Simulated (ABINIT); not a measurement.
# A GW chain in ABINIT: CsCaF3 (Pm-3m), part 3 of 3

Aim: the G0W0 gap of CsCaF3 (Pm-3m) on LDA, step by step.

ABINIT 10.8.3; LDA and many-body steps on it, plane waves. Known limits of the many-body steps: not at the basis limit; no spin-orbit coupling; coarse k mesh.

So far. Step 4 (Empty states on the mesh, 2×2×2 mesh, 89 bands): On this mesh the gap is 6.840 eV. Step 5 (Screening, 2×2×2 mesh, 81 bands, screening to 106.1 eV): Local fields lower ε∞ by 10 %. On a Γ-centred mesh this coarse the value itself is usually too large, while a short band sum pulls it down.

**6. Self-energy, 2×2×2 mesh, 81 bands, screening to 106.1 eV**

The self-energy is evaluated for the states that the input lists, and the levels follow from it, in one-shot runs by the linearised quasiparticle equation.

This step: G0W0 on LDA, plane waves, norm-conserving pseudopotentials.

run.abi reads:

```
acell 3*1.0 Angstrom
rprim 
  4.520531030000 0.000000000000 0.000000000000
  0.000000000000 4.520531030000 0.000000000000
  0.000000000000 0.000000000000 4.520531030000
ntypat 3
znucl 55 20 9
natom 5
typat 1 2 3 3 3
xred 
  0.000000000000 0.000000000000 0.000000000000
  0.500000000000 0.500000000000 0.500000000000
  0.000000000000 0.500000000000 0.500000000000
  0.500000000000 0.000000000000 0.500000000000
  0.500000000000 0.500000000000 0.000000000000
pp_dirpath "pseudos"
pseudos "Cs.upf, Ca.upf, F.upf"
ecut 36
ngkpt 2 2 2
nshiftk 1
shiftk 0 0 0
kptopt 1
chksymbreak 0
istwfk *1
occopt 1
irdwfk 1
optdriver 4
nband 81
gwcalctyp 0
ecutsigx 36
symsigma 1
nkptgw 2
kptgw 
  0.5000000000 0.5000000000 0.5000000000
  0.0000000000 0.0000000000 0.0000000000
bdgw 
  18 23
  18 23
ecuteps 3.9
irdscr 1
ppmodel 1
indata_prefix "in"
outdata_prefix "out"
tmpdata_prefix "tmp"
```

Run with:

```sh
$ OMP_NUM_THREADS=1 mpirun -n 4 abinit run.abi > log
```

Numbers of over 12 decimals in the logs are rounded to 6 here.

Output:

```text
.Version 10.8.3 of ABINIT. v10.8.2 released Aug 2026.

 Symmetries : space group Pm -3 m (#221); Bravais cP (primitive cubic)
[... echo of the input left out ...]
== DATASET  1 ==================================================================
-   mpi_nproc: 4, omp_nthreads: 1 (-1 if OMP is not activated)

--- !DatasetInfo
iteration_state: {dtset: 1, }
dimensions: {natom: 5, nkpt: 4, mband: 81, nsppol: 1, nspinor: 1, nspden: 1, mpw: 6488, }
cutoff_energies: {ecut:  36.0, pawecutdg:  -1.0, }
electrons: {nelect:   4.00000000E+01, charge:   0.00000000E+00, occopt:   1.00000000E+00, tsmear:   1.00000000E-02, }

 SIGMA: Calculation of the GW corrections

 Based on a program developped by R.W. Godby, V. Olevano, G. Onida, and L. Reining.
 Incorporated in ABINIT by V. Olevano, G.-M. Rignanese, and M. Torrent.
.Using double precision arithmetic ; gwpc =  8

[... cell and pseudopotentials left out ...]
--------------------------------------------------------------------------------

 ==== K-mesh for the wavefunctions ====
 Number of points in the irreducible wedge :     4
[... list of points left out ...]
 Together with 48 symmetry operations and time-reversal symmetry
 yields     8 points in the full Brillouin Zone.

 ==== Q-mesh for screening function ====
 Number of points in the irreducible wedge :     4
[... list of points left out ...]
 Together with 48 symmetry operations and time-reversal symmetry
 yields     8 points in the full Brillouin Zone.

 vcoul_init : cutoff-mode = AUXILIARY_FUNCTION
 q-points for optical limit:   1
     1)      0.000010    0.000020    0.000030
 setmesh: FFT mesh size selected  =    48x   48x   48
          total number of points  =       110592

 Number of electrons calculated from density =   40.0000; Expected =   40.0000
 average of density, n =  0.064165
 r_s =    1.5495
 omega_plasma =   24.4345 [eV]

 === KS Band Gaps ===
  >>>> For spin  1
   Minimum direct gap =   6.8644 [eV], located at k-point      :   0.0000  0.0000  0.0000
   Fundamental gap    =   6.8403 [eV], Top of valence bands at :   0.5000  0.5000  0.5000
                                       Bottom of conduction at :   0.0000  0.0000  0.0000
 SIGMA fundamental parameters:
 PLASMON POLE MODEL  1
 number of plane-waves for SigmaX                 6451
 number of plane-waves for SigmaC and W            251
 number of plane-waves for wavefunctions          6451
 number of bands                                    81
 number of independent spin polarizations            1
 number of spinorial components                      1
 number of k-points in IBZ                           4
 number of q-points in IBZ                           4
 number of symmetry operations                      48
 number of k-points in BZ                            8
 number of q-points in BZ                            8
 number of frequencies for dSigma/dE                 9
 frequency step for dSigma/dE [eV]                0.25
 number of omega for Sigma on real axis              0
 max omega for Sigma on real axis  [eV]           0.00
 zcut for avoiding poles [eV]                     0.10

 EPSILON^-1 parameters (SCR file):
 dimension of the eps^-1 matrix on file            251
 dimension of the eps^-1 matrix used               251
 number of plane-waves for wavefunctions          6451
 number of bands                                    81
 number of q-points in IBZ                           4
 number of frequencies                               2
 number of real frequencies                          1
 number of imag frequencies                          1

 matrix elements of self-energy operator (all in [eV])

 Perturbative Calculation

--- !SelfEnergy_ee
iteration_state: {dtset: 1, }
kpoint     : [   0.500,    0.500,    0.500, ]
spin       : 1
KS_gap     :    8.824
QP_gap     :   12.475
Delta_QP_KS:    3.651
data: !SigmaeeData |
     Band     E0 <VxcDFT>   SigX SigC(E0)      Z dSigC/dE  Sig(E)    E-E0       E
       18   0.152 -21.956 -29.477   5.424   0.794  -0.259 -23.621  -1.665  -1.513
       19   0.152 -21.956 -29.477   5.424   0.794  -0.259 -23.621  -1.665  -1.513
       20   0.152 -21.956 -29.477   5.424   0.794  -0.259 -23.621  -1.665  -1.513
       21   8.976  -9.539  -4.486  -2.796   0.879  -0.137  -7.553   1.986  10.962
       22   8.976  -9.539  -4.486  -2.796   0.879  -0.137  -7.553   1.986  10.962
       23   8.976  -9.539  -4.486  -2.796   0.879  -0.137  -7.553   1.986  10.962

--- !SelfEnergy_ee
iteration_state: {dtset: 1, }
kpoint     : [   0.000,    0.000,    0.000, ]
spin       : 1
KS_gap     :    6.864
QP_gap     :   10.389
Delta_QP_KS:    3.524
data: !SigmaeeData |
     Band     E0 <VxcDFT>   SigX SigC(E0)      Z dSigC/dE  Sig(E)    E-E0       E
       18   0.128 -21.756 -29.060   5.232   0.798  -0.252 -23.411  -1.655  -1.527
       19   0.128 -21.756 -29.060   5.232   0.798  -0.252 -23.411  -1.655  -1.527
       20   0.128 -21.756 -29.060   5.232   0.798  -0.252 -23.411  -1.655  -1.527
       21   6.993  -9.484  -4.516  -2.852   0.883  -0.132  -7.615   1.870   8.862
       22   8.181  -8.906  -3.995  -2.751   0.883  -0.133  -6.999   1.907  10.088
       23   8.181  -8.906  -3.995  -2.751   0.883  -0.133  -6.999   1.907  10.088

== END DATASET(S) ==============================================================
================================================================================

 -outvars: echo values of variables after computation  --------
           etotal      0.0000000000E+00
            nband          81
             nkpt           4
          spgroup         221
 [... the other variables as echoed above ...]

 Calculation completed.
```

Wall time 24 s (4 MPI ranks of AMD EPYC 7571, shared host); peak memory 0.88 GiB; 93 s of CPU time.

Numbers from this step:

```
G0W0 gap on the points computed              : 10.38 eV
starting gap on the mesh                     : 6.840 eV
k of the valence top                         : 0.5, 0.5, 0.5
k of the conduction bottom                   : 0, 0, 0
Z at the valence top                         : 0.794
Z at the conduction bottom                   : 0.883
least direct G0W0 gap on the computed points : 10.39 eV
```

The gap on the mesh goes from 6.84 eV to 10.38 eV, a correction of +3.53 eV.

Limits: finite bands, cutoff and mesh; no spin-orbit coupling; coarse k mesh. v1 is the top filled band, c1 the lowest empty one. Levels before and after the correction, in eV, zero at the valence-band top of each column:

```tsv
	conduction bottom	valence top
Kohn-Sham	6.84	0.00
G0W0	10.38	0.00
```

```tsv
	level	energy (eV)
Kohn-Sham	(0.5 0.5 0.5) v3-v1	0.000
Kohn-Sham	(0.5 0.5 0.5) c1-c3	8.824
Kohn-Sham	Γ v3-v1	-0.024
Kohn-Sham	Γ c1	6.840
Kohn-Sham	Γ c2-c3	8.029
G0W0	(0.5 0.5 0.5) v3-v1	0.000
G0W0	(0.5 0.5 0.5) c1-c3	12.475
G0W0	Γ v3-v1	-0.014
G0W0	Γ c1	10.375
G0W0	Γ c2-c3	11.601
```

**7. Where the time went**

Times are wall times on 4 MPI ranks of AMD EPYC 7571, shared host, good to a factor of about two.

```tsv
step	time	share	memory (GiB)
ground state	74 s	19 %	0.39
bands along the symmetry lines	3.3 min	50 %	0.44
empty states on the mesh	70 s	18 %	0.37
screening	32 s	8 %	0.91
self-energy	24 s	6 %	0.88
```

**8. Results**

* LDA gap: 6.84 eV, indirect (only 24 meV under the direct gap)
* G0W0 gap on the mesh: 10.38 eV
* GW settings: 2×2×2 mesh, 81 bands, screening to 106.1 eV, Godby-Needs plasmon pole
* known limits: not at the basis limit; no spin-orbit coupling; coarse k mesh

What this shows: G0W0 moves the gap on the mesh from 6.84 eV to 10.38 eV (+3.53 eV), with Z of 0.79 and 0.88 at the edges. Local fields lower the RPA ε∞ on this mesh from 2.64 to 2.39; a Γ-centred mesh this coarse tends to raise both, most where the direct gap is narrow, while a short band sum lowers them. Only 2 of the mesh's irreducible points were corrected, so a valley elsewhere could overtake. The dearest step here is «bands along the symmetry lines». Bands and cutoff are finite, so the gap is not at the basis limit. The miss can reach some tenths of an eV and take either sign; the mesh is an error of its own. In the G0W0 run levels were corrected at 2 k points alone, so a gap called «on the mesh» is the least over those, and an edge elsewhere would be missed. The 2×2×2 mesh is coarse for this cell, which bears on the long-range parts of exchange and screening. This is the ideal cubic cell; many perovskites, halides above all, are cubic only on average, and local tilts or off-centring can widen the gap. The many-body steps are scalar-relativistic: spin-orbit coupling is not in them.

[Paths, hosts, dates, memory and timing lines, banners, echoed tables and standing remarks are left out of the program output.]

[Logs are printed without paths, hosts, clocks, repeated set-up lines and the standing remarks that a program may print on its own settings, such as how far it seeks lower states.]

[Runs of the session that timed out or met a known fault of the program may be left out.]

[Hosts, paths, dates, database ids (printed as entryN), source tags and the programs' standing remarks are cut or masked in the printed files.]

[G0W0 gaps are taken among the corrected bands and points alone; a level outside them can change the order at an edge.]

[Where Ansatz stands beside ABINIT at settings called matched, ABINIT's density can come from a denser mesh and the files from another edition; pairs whose starting gaps differed by over 0.03 eV were left out, so agreement reads better than it is.]
